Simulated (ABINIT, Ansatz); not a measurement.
# A GW chain in ABINIT: Rb2AlTlH6 (Fm-3m)

Aim: the G0W0 gap of Rb2AlTlH6 (Fm-3m) on LDA, step by step.

Calculated with ABINIT 10.8.3; LDA and many-body steps on it, plane waves.

## Step 1: The structure

Symmetry: Fm-3m, No. 225, cubic system. Conventional cell: a = 8.687 Å, b = 8.687 Å, c = 8.687 Å, α = 90.00°, β = 90.00°, γ = 90.00°. Nearest to Rb lie 12 H at 3.10 Å. Al has 6 H at 1.79 Å nearest. Nearest to Tl lie 6 H at 2.56 Å. Nearest to H lie 1 Al at 1.79 Å and 4 H at 2.53 Å and 1 Tl at 2.56 Å and 4 Rb at 3.10 Å. Farther neighbours are not listed.

The cell and positions are those that the Materials Project relaxed with its own functionals (PBE, PBE+U or r2SCAN), kept fixed. Spin-orbit coupling is left out unless a step names it.

## Step 2: Ground state

This step: ABINIT 10.8.3; DFT, LDA, plane waves, norm-conserving pseudopotentials.

The ground-state density comes first.

run.abi

```
acell 3*1.0 Angstrom
rprim 
  0.000000000000 4.343365000000 4.343365000000
  4.343365000000 -0.000000000000 4.343365000000
  4.343365000000 4.343365000000 -0.000000000000
ntypat 4
znucl 37 13 81 1
natom 10
typat 1 1 2 3 4 4 4 4 4 4
xred 
  0.250000000000 0.250000000000 0.250000000000
  0.750000000000 0.750000000000 0.750000000000
  0.500000000000 0.500000000000 0.500000000000
  0.000000000000 0.000000000000 -0.000000000000
  0.294156000000 0.705844000000 0.705844000000
  0.294156000000 0.705844000000 0.294156000000
  0.705844000000 0.294156000000 0.705844000000
  0.705844000000 0.705844000000 0.294156000000
  0.294156000000 0.294156000000 0.705844000000
  0.705844000000 0.294156000000 0.294156000000
pp_dirpath "pseudos"
pseudos "Rb.upf, Al.upf, Tl.upf, H.upf"
ecut 31
ngkpt 4 4 4
nshiftk 1
shiftk 0 0 0
kptopt 1
chksymbreak 0
nband 29
occopt 1
tolvrs 1e-10
nstep 60
prtwf 0
optforces 0
optstress 0
indata_prefix "in"
outdata_prefix "out"
tmpdata_prefix "tmp"
```

Run with:

```sh
$ OMP_NUM_THREADS=1 mpirun -n 4 abinit run.abi > log
```

Numbers of over 12 decimals in the logs are rounded to 6 here.

What it wrote:

```text
.Version 10.8.3 of ABINIT. v10.8.2 released Aug 2026.

 Symmetries : space group Fm -3 m (#225); Bravais cF (face-center cubic)
================================================================================
 Values of the parameters that define the memory need of the present run
     intxc =       0    ionmov =       0      iscf =       7    lmnmax =       6
     lnmax =       6     mgfft =      60  mpssoang =       3    mqgrid =    3001
     natom =      10  nloc_mem =       1    nspden =       1   nspinor =       1
    nsppol =       1      nsym =      48    n1xccc =    2501    ntypat =       4
    occopt =       1   xclevel =       1
-    mband =          29        mffmem =           1         mkmem =           2
       mpw =        9141          nfft =      216000          nkpt =           8
================================================================================
  Rough estimation (10% accuracy) of disk space for files :
================================================================================

--------------------------------------------------------------------------------
------------- Echo of variables that govern the present computation ------------
--------------------------------------------------------------------------------
 -outvars: echo values of preprocessed input variables --------
            acell      1.8897261259E+00  1.8897261259E+00  1.8897261259E+00 Bohr

      chksymbreak           0
             ecut      3.10000000E+01 Hartree
-          fftalg         312

              ixc       -1012
              kpt      0.00000000E+00  0.00000000E+00  0.00000000E+00
                       2.50000000E-01  0.00000000E+00  0.00000000E+00
                       5.00000000E-01  0.00000000E+00  0.00000000E+00
                       2.50000000E-01  2.50000000E-01  0.00000000E+00
                       5.00000000E-01  2.50000000E-01  0.00000000E+00
                      -2.50000000E-01  2.50000000E-01  0.00000000E+00
                       5.00000000E-01  5.00000000E-01  0.00000000E+00
                      -2.50000000E-01  5.00000000E-01  2.50000000E-01
         kptrlatt        4    0    0      0    4    0      0    0    4
          kptrlen      4.64301604E+01
P           mkmem           2
            natom          10
            nband          29
            ngfft          60      60      60
             nkpt           8
            nstep          60
             nsym          48
           ntypat           4
              occ      2.000000  2.000000  2.000000  2.000000  2.000000  2.000000
                       2.000000  2.000000  2.000000  2.000000  2.000000  2.000000
                       2.000000  2.000000  2.000000  2.000000  2.000000  2.000000
                       2.000000  2.000000  0.000000  0.000000  0.000000  0.000000
                       0.000000  0.000000  0.000000  0.000000  0.000000
        optforces           0
        optstress           0
            prtwf           0
            rprim      0.0000000000E+00  4.3433650000E+00  4.3433650000E+00
                       4.3433650000E+00 -0.0000000000E+00  4.3433650000E+00
                       4.3433650000E+00  4.3433650000E+00 -0.0000000000E+00
          spgroup         225

           tolvrs      1.00000000E-10

             xred      2.5000000000E-01  2.5000000000E-01  2.5000000000E-01
                       7.5000000000E-01  7.5000000000E-01  7.5000000000E-01
[...]
znucl       37.00000   13.00000   81.00000    1.00000

================================================================================

 chkinp: Checking input parameters for consistency.

================================================================================
== DATASET  1 ==================================================================
-   mpi_nproc: 4, omp_nthreads: 1 (-1 if OMP is not activated)

--- !DatasetInfo
iteration_state: {dtset: 1, }
dimensions: {natom: 10, nkpt: 8, mband: 29, nsppol: 1, nspinor: 1, nspden: 1, mpw: 9141, }
cutoff_energies: {ecut:  31.0, pawecutdg:  -1.0, }
electrons: {nelect:   4.00000000E+01, charge:   0.00000000E+00, occopt:   1.00000000E+00, tsmear:   1.00000000E-02, }

 Real(R)+Recip(G) space primitive vectors, cartesian coordinates (Bohr,Bohr^-1):
 R(1)=  0.0000000  8.2077703  8.2077703  G(1)= -0.0609179  0.0609179  0.0609179
 R(2)=  8.2077703  0.0000000  8.2077703  G(2)=  0.0609179 -0.0609179  0.0609179
 R(3)=  8.2077703  8.2077703  0.0000000  G(3)=  0.0609179  0.0609179 -0.0609179
 Unit cell volume ucvol=  1.1058738E+03 bohr^3
 Angles (23,13,12)=  6.00000000E+01  6.00000000E+01  6.00000000E+01 degrees

 getcut: wavevector=  0.0000  0.0000  0.0000  ngfft=  60  60  60
         ecut(hartree)=     31.000   => boxcut(ratio)=   2.06236

--- Pseudopotential description ------------------------------------------------
- Rb Generated using ONCVPSP code by D. R. Hamann
- 37.00000   9.00000  180309                  znucl, zion, pspdat
12 -1012 2 -1 2226                            pspcod,pspxc,lmax,lloc,mmax
     nproj     2     2     2
  pspatm : epsatm=   34.43095479
         --- l  ekb(1:nproj) -->
[...]
pspatm: atomic psp has been read  and splines computed

- Al Generated using ONCVPSP code by D. R. Hamann
- 13.00000   3.00000  180309                  znucl, zion, pspdat
[...]
pspatm : epsatm=   37.12709760
         --- l  ekb(1:nproj) -->
[...]
pspatm: atomic psp has been read  and splines computed

- H Generated using ONCVPSP code by D. R. Hamann
-  1.00000   1.00000  180309                  znucl, zion, pspdat
12 -1012 1 -1 1180                            pspcod,pspxc,lmax,lloc,mmax
     nproj     2     1     0
  pspatm : epsatm=    0.35439867
         --- l  ekb(1:nproj) -->
[...]
1   -0.275071
 pspatm: atomic psp has been read  and splines computed

   4.34759162E+03                                ecore*ucvol(ha*bohr**3)
--------------------------------------------------------------------------------

_setup2: Arith. and geom. avg. npw (full set) are    9112.297    9112.273

================================================================================

--- !BeginCycle
iteration_state: {dtset: 1, }
solver: {iscf: 7, nstep: 60, nline: 4, wfoptalg: 0, }
tolerances: {tolvrs: 1.00E-10, }

     iter   Etot(hartree)      deltaE(h)  residm     vres2
 ETOT  1  -120.09689882597    -1.201E+02 4.524E-01 1.807E+03
 ETOT  2  -120.73193027173    -6.350E-01 1.108E-02 1.141E+02
 ETOT  3  -120.74426436415    -1.233E-02 5.226E-03 7.960E+00
 ETOT  4  -120.74468000467    -4.156E-04 1.325E-03 1.102E+00
 ETOT  5  -120.74473678521    -5.678E-05 6.391E-04 2.048E-02
 ETOT  6  -120.74473829850    -1.513E-06 5.439E-04 2.796E-03
 ETOT  7  -120.74473854790    -2.494E-07 2.449E-04 3.200E-05
 ETOT  8  -120.74473854973    -1.823E-09 2.060E-04 1.222E-06
 ETOT  9  -120.74473854982    -9.106E-11 8.880E-05 8.813E-09
 ETOT 10  -120.74473854982    -6.636E-12 7.487E-05 1.212E-10
 ETOT 11  -120.74473854982    -1.066E-12 3.177E-05 1.466E-12

 At SCF step   11       vres2   =  1.47E-12 < tolvrs=  1.00E-10 =>converged.

--- !ResultsGS
iteration_state: {dtset: 1, }
comment   : Summary of ground state results
lattice_vectors:
- [  0.0000000,   8.2077703,   8.2077703, ]
- [  8.2077703,  -0.0000000,   8.2077703, ]
- [  8.2077703,   8.2077703,  -0.0000000, ]
lattice_lengths: [  11.60754,   11.60754,   11.60754, ]
lattice_angles: [ 60.000,  60.000,  60.000, ] # degrees, (23, 13, 12)
lattice_volume:   1.1058738E+03
convergence: {deltae: -1.066E-12, res2:  1.466E-12, residm:  3.177E-05, diffor:  0.000E+00, }
etotal    :  -1.20744739E+02
entropy   :   0.00000000E+00
fermie    :   7.95730613E-02
cartesian_stress_tensor: null
pressure_GPa: null
xred      :
- [  2.5000E-01,   2.5000E-01,   2.5000E-01, Rb]
- [  7.5000E-01,   7.5000E-01,   7.5000E-01, Rb]
- [  5.0000E-01,   5.0000E-01,   5.0000E-01, Al]
- [  0.0000E+00,   0.0000E+00,   0.0000E+00, Tl]
- [  2.9416E-01,   7.0584E-01,   7.0584E-01,  H]
- [  2.9416E-01,   7.0584E-01,   2.9416E-01,  H]
- [  7.0584E-01,   2.9416E-01,   7.0584E-01,  H]
- [  7.0584E-01,   7.0584E-01,   2.9416E-01,  H]
- [  2.9416E-01,   2.9416E-01,   7.0584E-01,  H]
- [  7.0584E-01,   2.9416E-01,   2.9416E-01,  H]
cartesian_forces: null
force_length_stats: {min: null, max: null, mean: null, }

 Integrated electronic density in atomic spheres:
 ------------------------------------------------
 Atom  Sphere_radius  Integrated_density
[...]
================================================================================

 ----iterations are completed or convergence reached----

 Mean square residual over all n,k,spin=   25.773E-08; max=  31.772E-06
 reduced coordinates (array xred) for   10 atoms
[...]
0.294156000000      0.705844000000      0.294156000000
       0.705844000000      0.294156000000      0.705844000000
       0.705844000000      0.705844000000      0.294156000000
       0.294156000000      0.294156000000      0.705844000000
       0.705844000000      0.294156000000      0.294156000000
 rms dE/dt=  0.0000E+00; max dE/dt=  0.0000E+00; dE/dt below (all hartree)
    1       0.000000000000      0.000000000000      0.000000000000
    2       0.000000000000      0.000000000000      0.000000000000
    3       0.000000000000      0.000000000000      0.000000000000
    4       0.000000000000      0.000000000000      0.000000000000
    5       0.000000000000      0.000000000000      0.000000000000
    6       0.000000000000      0.000000000000      0.000000000000
    7       0.000000000000      0.000000000000      0.000000000000
    8       0.000000000000      0.000000000000      0.000000000000
    9       0.000000000000      0.000000000000      0.000000000000
   10       0.000000000000      0.000000000000      0.000000000000

 cartesian coordinates (angstrom) at end:
[...]
6      4.343365     2.555254     4.343365
    7      4.343365     6.131476     4.343365
    8      4.343365     4.343365     6.131476
    9      4.343365     4.343365     2.555254
   10      2.555254     4.343365     4.343365
 length scales=  1.889726125908  1.889726125908  1.889726125908 bohr
              =  1.000000000000  1.000000000000  1.000000000000 angstroms
 prteigrs : about to open file out_EIG
 Fermi (or HOMO) energy (hartree) =   0.07957   Average Vxc (hartree)=  -0.32500
 Eigenvalues (hartree) for nkpt=   8  k points:
 kpt#   1, nband= 29, wtk=  0.01563, kpt=  0.0000  0.0000  0.0000 (reduced coord)
  -0.92521   -0.92398   -0.35143   -0.35143   -0.35143   -0.33994   -0.33994   -0.33864
  -0.33864   -0.33864   -0.33289   -0.33289   -0.33289   -0.21651   -0.10193   -0.06568
  -0.06568   -0.06568    0.02407    0.02407    0.15271    0.15271    0.15271    0.23455
   0.23901    0.23901    0.23901    0.28348    0.28348
 prteigrs : prtvol=0 or 1, do not print more k-points.

--- !EnergyTerms
iteration_state     : {dtset: 1, }
comment             : Components of total free energy in Hartree
kinetic             :  4.98337104312451E+01
hartree             :  2.44067567789054E+01
xc                  : -3.61004253416845E+01
Ewald energy        : -7.66191821196112E+01
psp_core            :  3.93136316005034E+00
local_psp           : -7.32332323975791E+01
non_local_psp       : -1.29637290611502E+01
total_energy        : -1.20744738549824E+02
total_energy_eV     : -3.28563171784926E+03
band_energy         : -1.20895608915256E+01

== END DATASET(S) ==============================================================
================================================================================

 -outvars: echo values of variables after computation  --------
           etotal     -1.2074473855E+02
            nband          29
             nkpt           8
          spgroup         225
 [... the other variables as echoed above ...]

 Calculation completed.
```

Elapsed: 32 s, on 4 MPI ranks of Arm Neoverse V1, shared host; peak memory 0.47 GiB.

Numbers from this step:

| Item | Value |
| --- | --- |
| total energy | -3285.6317 eV |
| gap | 0.4014 eV |
| k of the valence top | 0.5, 0.5, 0 |
| k of the conduction bottom | 0.5, 0, 0 |
| least direct gap | 1.814 eV |

The gap is indirect, with the least direct gap 1.41 eV higher.

(Part 1 of 3 ends here.)

[Paths, hosts, dates, memory and timing lines, banners, echoed tables and standing remarks are left out of the program output.]

[Logs are printed without paths, hosts, clocks, repeated set-up lines and the standing remarks that a program may print on its own settings, such as how far it seeks lower states.]

[Runs of the session that timed out or met a known fault of the program may be left out.]

[Hosts, paths, dates, database ids (printed as entryN), source tags and the programs' standing remarks are cut or masked in the printed files.]

[G0W0 gaps are taken among the corrected bands and points alone; a level outside them can change the order at an edge.]

[Where Ansatz stands beside ABINIT at settings called matched, ABINIT's density can come from a denser mesh and the files from another edition; pairs whose starting gaps differed by over 0.03 eV were left out, so agreement reads better than it is.]
